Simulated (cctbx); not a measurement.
# Diagnosing a refinement

Cell a = 4.1390 Å, b = 5.2980 Å, c = 8.3920 Å, α = 90.00°, β = 90.00°, γ = 90.00°; space group Immm (no. 71). The compound is Yb2Be2V.

Simulated single-crystal data (cctbx): synchrotron X-rays, λ = 0.4959 Å, to d = 0.7 Å, 95 % of the full sphere, strongest reflection 5000 counts, noise from counting, a 2 % proportional error and a noise floor of 8 counts (s.d.); no absorption, and some extinction, which the refinements don't model.

An anisotropic refinement with weights 1/σ² prints:

```text
Rint 0.029, 185 unique reflections to 0.70 A
cycle     R1     wR2    GooF  max shift (A)
   1  0.0132  0.0274   1.340   0.00107
   2  0.0102  0.0203   0.992   0.00001
final R1 0.0102 wR2 0.0203 GooF 0.992  parameters 11  data/parameter 16.8
atom        x        y        z      Ueq    occ   su(xyz)  su(Uiso or U11)
Yb1    0.00000  0.50000  0.79320   0.0085  1.000  0.00003  0.0001
V1     0.00000  0.00000  0.00000   0.0033  1.000  0.00000  0.0005
Be1    0.50000  0.73308  0.00000   0.0083  1.000  0.00126  0.0026
difference map: max 0.82 min -1.31 rms 0.24
Q1    0.0000  0.3878  0.2367    8    0.85  0.65 A from Yb1
Q2    0.0000  0.1043  0.0000    4    0.83  0.55 A from V1
Q3    0.0000  0.0942  0.1486    8    0.82  1.34 A from V1
Q4    0.1467  0.0000  0.1408    8    0.79  1.33 A from V1
Q5    0.0000  0.1813  0.4248    8    0.76  0.69 A from Be1
Q6    0.2165  0.5000  0.4170    8    0.70  1.36 A from V1
```

**Question.** Can this result stand? If not, what is the likely fault?

It can stand. The set-up had a fault (anomalous dispersion left out), but the figures of merit move little: R1 = 0.0102, wR2 = 0.0203, GooF = 0.99 against R1 = 0.0103, wR2 = 0.0201, GooF = 0.98 for the right model.

The compound is Yb2Be2V. The right model at the same level gives:

```text
Rint 0.029, 185 unique reflections to 0.70 A
cycle     R1     wR2    GooF  max shift (A)
   1  0.0119  0.0242   1.183   0.00217
   2  0.0103  0.0201   0.980   0.00001
final R1 0.0103 wR2 0.0201 GooF 0.980  parameters 11  data/parameter 16.8
atom        x        y        z      Ueq    occ   su(xyz)  su(Uiso or U11)
Yb1    0.00000  0.50000  0.79319   0.0082  1.000  0.00003  0.0001
V1     0.00000  0.00000  0.00000   0.0045  1.000  0.00000  0.0005
Be1    0.50000  0.73329  0.00000   0.0087  1.000  0.00124  0.0026
difference map: max 0.80 min -1.31 rms 0.24
Q1    0.0000  0.3923  0.2361    8    0.86  0.62 A from Yb1
Q2    0.0000  0.0949  0.1486    8    0.78  1.34 A from V1
Q3    0.1455  0.0000  0.1408    8    0.77  1.33 A from V1
Q4    0.0000  0.1818  0.4245    8    0.73  0.69 A from Be1
Q5    0.2150  0.5000  0.4167    8    0.68  1.37 A from V1
Q6    0.0000  0.1022  0.3270    8    0.66  1.61 A from Be1
```

Isotropic U is held between 0.0001 and 1 Å² by the program, and listed peak heights are interpolated, so they can pass the grid's maximum.

The model was made for the exercise: a known structure type with other elements put in, its volume estimated, not relaxed; displacement parameters are assumed.

[Middle refinement cycles are left out of these outputs.]

[Logs are printed without paths, hosts, clocks, repeated set-up lines and the standing remarks that a program may print on its own settings, such as how far it seeks lower states.]
